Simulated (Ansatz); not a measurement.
The crystal is BiOBr (P4/nmm).

```cif
data_structure
_symmetry_space_group_name_H-M 'P 1'
_symmetry_Int_Tables_number 1
_cell_length_a 3.9160
_cell_length_b 3.9160
_cell_length_c 8.0770
_cell_angle_alpha 90.000
_cell_angle_beta 90.000
_cell_angle_gamma 90.000
_cell_volume 123.86
loop_
_atom_site_label
_atom_site_type_symbol
_atom_site_fract_x
_atom_site_fract_y
_atom_site_fract_z
_atom_site_occupancy
Bi1 Bi 0.00000 0.50000 0.15400 1
Bi2 Bi 0.50000 0.00000 0.84600 1
Br3 Br 0.00000 0.50000 0.65300 1
Br4 Br 0.50000 0.00000 0.34700 1
O5 O 0.00000 0.00000 0.00000 1
O6 O 0.50000 0.50000 0.00000 1
```

The cell and positions come from the Crystallography Open Database and are kept as given unless a step says otherwise. Spin-orbit coupling is left out unless a run names it.

Gaps computed with Ansatz 0.2.0 without a self-energy: LDA 2.05 eV, LDA+SOC 1.70 eV and HSE06 3.04 eV.

**Question.** What gap should G0W0 on LDA give (6×6×4 mesh, 1247 empty bands, screening to 270 eV, hard PAW files)?

About 3.20 eV: on its mesh the run moves the gap from 2.12 eV by +1.08 eV. Among the scalar-relativistic levels given, HSE06 is nearest (−0.16 eV). Spin-orbit coupling is not in that value; its −0.34 eV at the LDA level would bring it to about 2.86 eV. Bands and cutoff are finite, so the gap stands short of the basis limit, usually by up to a few tenths of an eV; the mesh is an error of its own. Where an edge is built on 6p states of lead, bismuth or thallium, scalar-relativistic gaps usually stand too wide, by a few tenths to over one eV. The many-body steps are scalar-relativistic: spin-orbit coupling is not in them.

[Long decimals in the printed logs are rounded to 6 places.]

[Logs are printed without paths, hosts, clocks, repeated set-up lines and the standing remarks that a program may print on its own settings, such as how far it seeks lower states.]

[Paths, hosts, dates, memory and timing lines, banners, echoed tables and standing remarks are left out of the program output; an Ansatz launch command may be rebuilt from the run's recorded settings. Measured values are a selection of at most five: reports struck by readers or far from the other reports are left out. None is set beside runs whose start may be inverted or whose files or cutoffs have a known fault.]

[Runs of the session that timed out or met a known fault of the program may be left out.]

[Cells called generated may have been cut or substituted from an entry of the Crystallography Open Database or the Materials Project.]

[Hosts, paths, dates, database ids (printed as entryN), source tags and the programs' standing remarks are cut or masked in the printed files.]

[Where the starting crystal was built by hand or by swapping elements, it need not be the compound's stable phase.]
